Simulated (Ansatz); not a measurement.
# Resistivity from frozen vibrations: Nb(100) with 4 thermally displaced layers, 2x2, part 2 of 2

Aim: the resistivity of Nb at 500 K from frozen thermal displacements between perfect leads.

Ansatz 0.2.0; Ansatz plane-wave DFT, PBE, PAW files; ballistic transport by layer matching (Landauer), zero bias; PAW set soft_1.

So far, open channels per spin nearest the Fermi level: step 2 (with 4 displaced layers) 10.6.

**3. With 8 displaced layers**

Each atom of 8 layers is moved at random, by amounts drawn from a normal law 0.1022 Å wide in each direction from the Debye model (275 K) at 500 K. A fresh draw is used; the growth of the resistance with length is what counts.

System of this step: Nb(100) with 8 thermally displaced layers, 2x2. The cell holds 72 atoms: 72 Nb. Its edges and angles: a = 6.613 Å, b = 6.613 Å, c = 29.757 Å, α = 90.0°, β = 90.0°, γ = 90.0°. It derives from Nb. Regions: lead, 40 atoms (40 Nb); scattering region, 32 atoms (32 Nb). The structure is stacked along c, and the current runs across the ab planes.

Contents of input.yaml:

```yaml
crystal:
  lattice:
    - [6.6126, 0.0, 0.0]
    - [0.0, 6.6126, 0.0]
    - [0.0, 0.0, 29.7567]
  atoms:
    - { symbol: Nb, position: [0.0, 0.0, 0.0277777778] }
    - { symbol: Nb, position: [0.0, 0.5, 0.0277777778] }
    - { symbol: Nb, position: [0.5, 0.0, 0.0277777778] }
    - { symbol: Nb, position: [0.5, 0.5, 0.0277777778] }
    - { symbol: Nb, position: [0.25, 0.25, 0.0833333333] }
    - { symbol: Nb, position: [0.25, 0.75, 0.0833333333] }
    - { symbol: Nb, position: [0.75, 0.25, 0.0833333333] }
    - { symbol: Nb, position: [0.75, 0.75, 0.0833333333] }
    - { symbol: Nb, position: [0.0, 0.0, 0.1388888889] }
    - { symbol: Nb, position: [0.0, 0.5, 0.1388888889] }
    - { symbol: Nb, position: [0.5, 0.0, 0.1388888889] }
    - { symbol: Nb, position: [0.5, 0.5, 0.1388888889] }
    - { symbol: Nb, position: [0.25, 0.25, 0.1944444444] }
    - { symbol: Nb, position: [0.25, 0.75, 0.1944444444] }
    - { symbol: Nb, position: [0.75, 0.25, 0.1944444444] }
    - { symbol: Nb, position: [0.75, 0.75, 0.1944444444] }
    - { symbol: Nb, position: [0.0, 0.0, 0.25] }
    - { symbol: Nb, position: [0.0, 0.5, 0.25] }
    - { symbol: Nb, position: [0.5, 0.0, 0.25] }
    - { symbol: Nb, position: [0.5, 0.5, 0.25] }
    - { symbol: Nb, position: [0.2778423391, 0.2703235215, 0.3067828737] }
    - { symbol: Nb, position: [0.2313267285, 0.7499311661, 0.3078100262] }
    - { symbol: Nb, position: [0.7300897522, 0.2561061887, 0.3070317963] }
    - { symbol: Nb, position: [0.7607565955, 0.7317007239, 0.3032831322] }
    - { symbol: Nb, position: [0.9932553603, 0.9819219632, 0.3670844599] }
    - { symbol: Nb, position: [0.9923362303, 0.5050838736, 0.3602231196] }
    - { symbol: Nb, position: [0.524470879, 0.0204047662, 0.3632861749] }
    - { symbol: Nb, position: [0.4659471126, 0.5008040521, 0.3634590308] }
    - { symbol: Nb, position: [0.2655151519, 0.2404509078, 0.4229238302] }
    - { symbol: Nb, position: [0.2295941522, 0.7397767923, 0.4198778216] }
    - { symbol: Nb, position: [0.7507580866, 0.2809448348, 0.4173140805] }
    - { symbol: Nb, position: [0.7402146629, 0.74416516, 0.4129194454] }
    - { symbol: Nb, position: [0.9802548202, 0.009742335, 0.4742180657] }
    - { symbol: Nb, position: [0.0200060213, 0.4883383749, 0.4780229663] }
    - { symbol: Nb, position: [0.4955587305, 0.0243307953, 0.4707359462] }
    - { symbol: Nb, position: [0.4886338927, 0.5038601656, 0.4757644453] }
    - { symbol: Nb, position: [0.2524882307, 0.2409512786, 0.5231717521] }
    - { symbol: Nb, position: [0.2283410047, 0.7577684256, 0.5311766569] }
    - { symbol: Nb, position: [0.7474610029, 0.2333968407, 0.530775985] }
    - { symbol: Nb, position: [0.7302128816, 0.7389802956, 0.5299104814] }
    - { symbol: Nb, position: [0.9652264759, 0.0059709287, 0.5813358585] }
    - { symbol: Nb, position: [0.0016888008, 0.4988301139, 0.5840274359] }
    - { symbol: Nb, position: [0.5107276845, 0.988280207, 0.5882132793] }
    - { symbol: Nb, position: [0.5112210026, 0.5130389855, 0.587333717] }
    - { symbol: Nb, position: [0.2621713332, 0.2630443328, 0.639148493] }
    - { symbol: Nb, position: [0.2279507368, 0.7479130225, 0.6362462166] }
    - { symbol: Nb, position: [0.7280130483, 0.2539941113, 0.6369363726] }
    - { symbol: Nb, position: [0.7340854743, 0.7338815343, 0.6398106886] }
    - { symbol: Nb, position: [0.0055428912, 0.0204371651, 0.6943966586] }
    - { symbol: Nb, position: [0.0161005187, 0.5216705024, 0.6983943509] }
    - { symbol: Nb, position: [0.4634467591, 0.0189879922, 0.6956107697] }
    - { symbol: Nb, position: [0.5065489328, 0.5057369225, 0.6957589116] }
    - { symbol: Nb, position: [0.25, 0.25, 0.75] }
    - { symbol: Nb, position: [0.25, 0.75, 0.75] }
    - { symbol: Nb, position: [0.75, 0.25, 0.75] }
    - { symbol: Nb, position: [0.75, 0.75, 0.75] }
    - { symbol: Nb, position: [0.0, 0.0, 0.8055555556] }
    - { symbol: Nb, position: [0.0, 0.5, 0.8055555556] }
    - { symbol: Nb, position: [0.5, 0.0, 0.8055555556] }
    - { symbol: Nb, position: [0.5, 0.5, 0.8055555556] }
    - { symbol: Nb, position: [0.25, 0.25, 0.8611111111] }
    - { symbol: Nb, position: [0.25, 0.75, 0.8611111111] }
    - { symbol: Nb, position: [0.75, 0.25, 0.8611111111] }
    - { symbol: Nb, position: [0.75, 0.75, 0.8611111111] }
    - { symbol: Nb, position: [0.0, 0.0, 0.9166666667] }
    - { symbol: Nb, position: [0.0, 0.5, 0.9166666667] }
    - { symbol: Nb, position: [0.5, 0.0, 0.9166666667] }
    - { symbol: Nb, position: [0.5, 0.5, 0.9166666667] }
    - { symbol: Nb, position: [0.25, 0.25, 0.9722222222] }
    - { symbol: Nb, position: [0.25, 0.75, 0.9722222222] }
    - { symbol: Nb, position: [0.75, 0.25, 0.9722222222] }
    - { symbol: Nb, position: [0.75, 0.75, 0.9722222222] }
kpoints:
  mp_grid: { grid: [4, 4, 1] }
hamiltonian:
  xc: pbe
  pseudopotentials: { kind: paw, azcp: { folder: soft_1 } }
scf:
  occupations: { method: fermi_dirac, width: 0.1 }
output:
  transmission: { leads: [[0, 4]], kmesh: [8, 8], e_range: [-0.05, 0.05], de: 0.05 }
  write_potential: true
  write_density: true
  volumetric_format: npy
```

Run with:

```sh
$ ansatz run input.yaml --threads 4 --pin off --max-ram 15360MiB --backend cpu --events-out ev --progress --plain --runs-dir out
```

Numbers of over 12 decimals in the logs are rounded to 6 here.

The program printed:

```text
[...]
Crystal: 72 atoms, lattice volume = 1301.156 Å³
Basis set: ecut = 420 eV, 25467 PW (Γ)
Bands: 562, of which v1, the nominal top of the filled ones, is band 468 counted from 1 (467 counted from 0)
Symmetry: 1 space group operations
[...]
k-points: 10 of 16 (time reversal used)
[...]
SCF iter   1: F=—  HF=-327797.105332 eV  |F-HF|=—  |Δ(HF+E_count)|=         —  Δρ=7.75e-2  dr2=1.14e2  ethr=3.10e-3  ⟨swp⟩=5.6  Hψ=21981  notcnv=0  defer=3
[...]
SCF iter   8: F=-327764.678803 eV  HF=-327764.678803 eV  |F-HF|=1.94e-8  |Δ(HF+E_count)|=   5.21e-8  Δρ=1.38e-6  dr2=3.58e-8  ethr=1.07e-11  ⟨swp⟩=9.4  Hψ=14843  notcnv=0
SCF 1 converged in 8 iterations: F = -327764.678803 eV  dr2 = 3.58e-8
[...]
transmission: 194 of 1904 steps passed
transmission: 382 of 1904 steps passed
[...]
transmission: 1904 of 1904 steps passed
SCF converged after 8 iterations
Free energy (F): -327764.678803 eV
[...]
Internal energy: -327761.388306 eV  (E = F + TS)
E sigma→0 (E₀):  -327763.033555 eV
Entropy (-TS):   -3.290497 eV (-45.701 meV/atom)
Fermi energy:    17.773209 eV
[...]
--- Band table (eV; the first three rows and the last of 10) ---
  k-point 0: bands = [... 464 lower, 18.2007, 18.2490, 18.2990, 18.3217, 18.3466, 18.3571, 18.3680, 18.3839, ... 90 higher]
  k-point 1: bands = [... 464 lower, 17.9964, 18.0224, 18.0482, 18.0682, 18.0816, 18.0918, 18.1254, 18.1541, ... 90 higher]
  k-point 2: bands = [... 464 lower, 17.7067, 17.7187, 17.7220, 17.7361, 17.7378, 17.7487, 17.7549, 17.7856, ... 90 higher]
  k-point 9: bands = [... 464 lower, 17.1221, 17.1493, 17.1739, 17.1749, 17.1841, 17.2191, 17.2427, 17.2631, ... 90 higher]
--- Transmission ---
  basis      : 385 plane waves across, 56 finite elements along
  points     : 34, standing for a mesh of 8 x 8
[...]
channels       : 1.060938e1 a spin
[...]
junction   : crystal 0 to crystal 0, 0.70 to 28.80 Å
    transmission   : 5.538919e0 a spin
[...]
```

Elapsed: 12 min, on 4 threads of Intel Xeon Platinum 8488C (Sapphire Rapids), shared host; peak memory 8.3 GiB; 46 min of CPU time.

This step gave:

```yaml
free_energy: -327764.6788 eV
energy_at_zero_smearing: -327763.0336 eV
fermi_energy: 17.77 eV
transmission_per_spin_nearest_the_fermi_level: 5.539
step_of_the_lead_s_potential: 2.8 meV
```

Per spin. Transmission, zone mean against energy, zero at the Fermi level:

```csv
energy (eV),"transmission, zone mean"
-0.0500,5.77
0.0000,5.54
0.0500,5.40
```

Over the solved energies the transmission per spin lies between 5.40 and 5.77, out of 10.7 channels of the lead on average (up to 11.4).

**4. With 12 displaced layers**

Each atom of 12 layers is moved at random, by amounts drawn from a normal law 0.1022 Å wide in each direction from the Debye model (275 K) at 500 K. A fresh draw is used; the growth of the resistance with length is what counts.

System of this step: Nb(100) with 12 thermally displaced layers, 2x2. The cell holds 88 atoms: 88 Nb. Cell: a = 6.613 Å, b = 6.613 Å, c = 36.369 Å, α = 90.0°, β = 90.0°, γ = 90.0°. It derives from Nb. Regions: lead, 40 atoms (40 Nb); scattering region, 48 atoms (48 Nb). The structure is stacked along c, and the current runs across the ab planes.

Contents of input.yaml:

```yaml
crystal:
  lattice:
    - [6.6126, 0.0, 0.0]
    - [0.0, 6.6126, 0.0]
    - [0.0, 0.0, 36.3693]
  atoms:
    - { symbol: Nb, position: [0.0, 0.0, 0.0227272727] }
    - { symbol: Nb, position: [0.0, 0.5, 0.0227272727] }
    - { symbol: Nb, position: [0.5, 0.0, 0.0227272727] }
    - { symbol: Nb, position: [0.5, 0.5, 0.0227272727] }
    - { symbol: Nb, position: [0.25, 0.25, 0.0681818182] }
    - { symbol: Nb, position: [0.25, 0.75, 0.0681818182] }
    - { symbol: Nb, position: [0.75, 0.25, 0.0681818182] }
    - { symbol: Nb, position: [0.75, 0.75, 0.0681818182] }
    - { symbol: Nb, position: [0.0, 0.0, 0.1136363636] }
    - { symbol: Nb, position: [0.0, 0.5, 0.1136363636] }
    - { symbol: Nb, position: [0.5, 0.0, 0.1136363636] }
    - { symbol: Nb, position: [0.5, 0.5, 0.1136363636] }
    - { symbol: Nb, position: [0.25, 0.25, 0.1590909091] }
    - { symbol: Nb, position: [0.25, 0.75, 0.1590909091] }
    - { symbol: Nb, position: [0.75, 0.25, 0.1590909091] }
    - { symbol: Nb, position: [0.75, 0.75, 0.1590909091] }
    - { symbol: Nb, position: [0.0, 0.0, 0.2045454545] }
    - { symbol: Nb, position: [0.0, 0.5, 0.2045454545] }
    - { symbol: Nb, position: [0.5, 0.0, 0.2045454545] }
    - { symbol: Nb, position: [0.5, 0.5, 0.2045454545] }
    - { symbol: Nb, position: [0.254936205, 0.2444533789, 0.2446567748] }
    - { symbol: Nb, position: [0.2483168394, 0.7375791843, 0.253035049] }
    - { symbol: Nb, position: [0.7455374226, 0.2512900223, 0.2476127726] }
    - { symbol: Nb, position: [0.7421088761, 0.7498217689, 0.2458263847] }
    - { symbol: Nb, position: [0.0046467667, 0.9983607668, 0.2921229035] }
    - { symbol: Nb, position: [0.9629378772, 0.5079286718, 0.2946183922] }
    - { symbol: Nb, position: [0.4918092871, 0.9963504829, 0.3005584895] }
    - { symbol: Nb, position: [0.4992303793, 0.501338608, 0.29127616] }
    - { symbol: Nb, position: [0.2754578626, 0.2641787951, 0.3439069703] }
    - { symbol: Nb, position: [0.2507367311, 0.7641659189, 0.3419513793] }
    - { symbol: Nb, position: [0.7594761811, 0.2476480207, 0.3367677525] }
    - { symbol: Nb, position: [0.765899843, 0.7200972693, 0.3402349155] }
    - { symbol: Nb, position: [0.9968393238, 0.9838837124, 0.3880863931] }
    - { symbol: Nb, position: [0.9969041188, 0.4932486675, 0.3878242905] }
    - { symbol: Nb, position: [0.4926349809, 0.0214651993, 0.3873511568] }
    - { symbol: Nb, position: [0.4926696912, 0.4699534652, 0.3826891043] }
    - { symbol: Nb, position: [0.2667958068, 0.2492179684, 0.4310226555] }
    - { symbol: Nb, position: [0.2753946954, 0.7301780284, 0.4301725973] }
    - { symbol: Nb, position: [0.7426966631, 0.2590612153, 0.429953777] }
    - { symbol: Nb, position: [0.7405202835, 0.7251941336, 0.4338675117] }
    - { symbol: Nb, position: [0.0124580212, 0.9926381071, 0.4777316807] }
    - { symbol: Nb, position: [0.9800235373, 0.4927086325, 0.4811445014] }
    - { symbol: Nb, position: [0.5020975733, 0.0357041956, 0.4750608688] }
    - { symbol: Nb, position: [0.5089676747, 0.4969786666, 0.4788625653] }
    - { symbol: Nb, position: [0.2498885562, 0.2413272837, 0.5202894384] }
    - { symbol: Nb, position: [0.2973823171, 0.7488047149, 0.5170608485] }
    - { symbol: Nb, position: [0.7399765716, 0.2604783785, 0.5213223463] }
    - { symbol: Nb, position: [0.7710242404, 0.7654909927, 0.5222992308] }
    - { symbol: Nb, position: [0.9927024079, 0.9844718756, 0.5662150484] }
    - { symbol: Nb, position: [0.9772341501, 0.518612656, 0.5726513779] }
    - { symbol: Nb, position: [0.4805877302, 0.981738354, 0.5632126439] }
    - { symbol: Nb, position: [0.4851046642, 0.4519948886, 0.5649722365] }
    - { symbol: Nb, position: [0.2700424398, 0.2446580009, 0.6160375791] }
    - { symbol: Nb, position: [0.2424435063, 0.7772092291, 0.6141961274] }
    - { symbol: Nb, position: [0.7440965633, 0.2894449822, 0.6127246608] }
    - { symbol: Nb, position: [0.7311272999, 0.753120303, 0.6135272447] }
    - { symbol: Nb, position: [0.016478905, 0.9857571339, 0.6613520071] }
    - { symbol: Nb, position: [0.0131783152, 0.4896816073, 0.659549593] }
    - { symbol: Nb, position: [0.4871616174, 0.0362519537, 0.6571124139] }
    - { symbol: Nb, position: [0.4929982193, 0.4835286138, 0.6581183756] }
    - { symbol: Nb, position: [0.2499091923, 0.2618653595, 0.7028301058] }
    - { symbol: Nb, position: [0.2471290623, 0.7281096725, 0.7022206153] }
    - { symbol: Nb, position: [0.792588057, 0.2660912994, 0.702349805] }
    - { symbol: Nb, position: [0.7293319567, 0.7349234112, 0.7044845075] }
    - { symbol: Nb, position: [0.0005366808, 0.9884967034, 0.7463849761] }
    - { symbol: Nb, position: [0.0219813378, 0.5069803153, 0.7489475367] }
    - { symbol: Nb, position: [0.4965899171, 0.9918166734, 0.7417502835] }
    - { symbol: Nb, position: [0.5017874298, 0.4834558817, 0.7471826522] }
    - { symbol: Nb, position: [0.25, 0.25, 0.7954545455] }
    - { symbol: Nb, position: [0.25, 0.75, 0.7954545455] }
    - { symbol: Nb, position: [0.75, 0.25, 0.7954545455] }
    - { symbol: Nb, position: [0.75, 0.75, 0.7954545455] }
    - { symbol: Nb, position: [0.0, 0.0, 0.8409090909] }
    - { symbol: Nb, position: [0.0, 0.5, 0.8409090909] }
    - { symbol: Nb, position: [0.5, 0.0, 0.8409090909] }
    - { symbol: Nb, position: [0.5, 0.5, 0.8409090909] }
    - { symbol: Nb, position: [0.25, 0.25, 0.8863636364] }
    - { symbol: Nb, position: [0.25, 0.75, 0.8863636364] }
    - { symbol: Nb, position: [0.75, 0.25, 0.8863636364] }
    - { symbol: Nb, position: [0.75, 0.75, 0.8863636364] }
    - { symbol: Nb, position: [0.0, 0.0, 0.9318181818] }
    - { symbol: Nb, position: [0.0, 0.5, 0.9318181818] }
    - { symbol: Nb, position: [0.5, 0.0, 0.9318181818] }
    - { symbol: Nb, position: [0.5, 0.5, 0.9318181818] }
    - { symbol: Nb, position: [0.25, 0.25, 0.9772727273] }
    - { symbol: Nb, position: [0.25, 0.75, 0.9772727273] }
    - { symbol: Nb, position: [0.75, 0.25, 0.9772727273] }
    - { symbol: Nb, position: [0.75, 0.75, 0.9772727273] }
kpoints:
  mp_grid: { grid: [4, 4, 1] }
hamiltonian:
  xc: pbe
  pseudopotentials: { kind: paw, azcp: { folder: soft_1 } }
scf:
  occupations: { method: fermi_dirac, width: 0.1 }
output:
  transmission: { leads: [[0, 4]], kmesh: [8, 8], e_range: [-0.05, 0.05], de: 0.05 }
  write_potential: true
  write_density: true
  volumetric_format: npy
```

The program printed:

```text
[...]
Crystal: 88 atoms, lattice volume = 1590.301 Å³
Basis set: ecut = 420 eV, 31009 PW (Γ)
Bands: 687, of which v1, the nominal top of the filled ones, is band 572 counted from 1 (571 counted from 0)
Symmetry: 1 space group operations
[...]
k-points: 10 of 16 (time reversal used)
[...]
SCF iter   1: F=—  HF=-400638.567225 eV  |F-HF|=—  |Δ(HF+E_count)|=         —  Δρ=7.79e-2  dr2=1.53e2  ethr=3.10e-3  ⟨swp⟩=5.9  Hψ=27009  notcnv=0  defer=14
[...]
SCF iter   8: F=-400598.413716 eV  HF=-400598.413716 eV  |F-HF|=6.18e-8  |Δ(HF+E_count)|=   5.82e-8  Δρ=1.70e-6  dr2=9.36e-8  ethr=8.74e-12  ⟨swp⟩=8.5  Hψ=19801  notcnv=0
SCF 1 converged in 8 iterations: F = -400598.413716 eV  dr2 = 9.36e-8
[...]
transmission: 228 of 2278 steps passed
transmission: 456 of 2278 steps passed
[...]
transmission: 2278 of 2278 steps passed
SCF converged after 8 iterations
Free energy (F): -400598.413716 eV
[...]
Internal energy: -400594.459669 eV  (E = F + TS)
E sigma→0 (E₀):  -400596.436692 eV
Entropy (-TS):   -3.954047 eV (-44.932 meV/atom)
Fermi energy:    17.786668 eV
[...]
--- Band table (eV; the first three rows and the last of 10) ---
  k-point 0: bands = [... 568 lower, 18.2099, 18.2117, 18.2243, 18.2540, 18.2702, 18.2822, 18.2885, 18.3040, ... 111 higher]
  k-point 1: bands = [... 568 lower, 17.9900, 17.9972, 18.0447, 18.0581, 18.0685, 18.0798, 18.1052, 18.1226, ... 111 higher]
  k-point 2: bands = [... 568 lower, 17.7337, 17.7464, 17.7515, 17.7683, 17.7838, 17.7979, 17.8151, 17.8260, ... 111 higher]
  k-point 9: bands = [... 568 lower, 17.1634, 17.1712, 17.1882, 17.1948, 17.2067, 17.2245, 17.2378, 17.2483, ... 111 higher]
--- Transmission ---
  basis      : 385 plane waves across, 67 finite elements along
  points     : 34, standing for a mesh of 8 x 8
[...]
channels       : 1.060938e1 a spin
[...]
junction   : crystal 0 to crystal 0, 0.70 to 35.41 Å
    transmission   : 4.315624e0 a spin
[...]
```

It took 17 min on 4 threads; peak memory 8.7 GiB; 65 min of CPU time.

This step gave:

```yaml
free_energy: -400598.4137 eV
energy_at_zero_smearing: -400596.4367 eV
fermi_energy: 17.79 eV
transmission_per_spin_nearest_the_fermi_level: 4.316
step_of_the_lead_s_potential: 5.7 meV
```

Per spin. Transmission, zone mean against energy, zero at the Fermi level:

```csv
energy (eV),"transmission, zone mean"
-0.0500,4.41
0.0000,4.32
0.0500,4.19
```

Over the solved energies the transmission per spin lies between 4.19 and 4.41, out of 10.7 channels of the lead on average (up to 11.4).

**5. The fit**

This step: Ansatz plane-wave DFT, PBE, PAW files; ballistic transport by layer matching (Landauer), zero bias; resistivity from the slope of the area resistance; PAW set soft_1 (Ansatz 0.2.0).

This step gave:

```
resistivity           : 41.45 µΩ cm
intercept             : -0.04470 fΩ m²
scatter about the fit : 0.01141 fΩ m²
```

Resistance, by row:

```csv
run,length (Å),T,channels N,RA (fΩ m²)
n4,6.613,7.38,10.7,0.2375
n8,13.23,5.571,10.73,0.4873
n12,19.84,4.304,10.73,0.7856
```

The area resistance by length of the displaced region:

```csv
length of the displaced region (Å),area resistance (fΩ m²)
6.61,0.237
13.23,0.487
19.84,0.786
```

The area resistance goes from 0.24 to 0.79 fΩ m² between 6.6 and 19.8 Å, a slope of 41 µΩ cm.

By hand from the end points: (0.7856 − 0.2375) fΩ m² / (19.84 − 6.61) Å = 41 µΩ cm, since 1 fΩ m² per Å is 1000 µΩ cm.

**6. What came out**

```json
{
  "resistivity from the slope": "41.4 µΩ cm",
  "area resistance over 6.61 Å": "0.237 fΩ m²",
  "area resistance over 13.2 Å": "0.487 fΩ m²",
  "area resistance over 19.8 Å": "0.786 fΩ m²"
}
```

In words: The slope gives 41 µΩ cm. The points scatter by 0.011 fΩ m² about the line, with one random draw a length in a 2x2 cell, so the slope is a rough value. The mean square of the displacements drawn is 0.78, 0.99 and 1.2 of the nominal one at the three lengths; with each resistance scaled back by that, the slope is 27 µΩ cm, the value used below. Read with a model of isotropic scattering on a spherical Fermi surface and the lead's 1.9×10¹⁵ S/m², this slope means a mean free path near 15 Å; over these lengths the model's slope is within 3 % of its bulk resistivity. Uncorrelated displacements put too much weight on short waves, which scatter strongly; with the sideways repeat of a small cell, one draw and three short lengths, the method is good to a factor of two or three.

[Logs are printed without paths, hosts, clocks, repeated set-up lines and the standing remarks that a program may print on its own settings, such as how far it seeks lower states.]

[Hosts, paths, dates, database ids (printed as entryN), source tags and the programs' standing remarks are cut or masked in the printed files.]
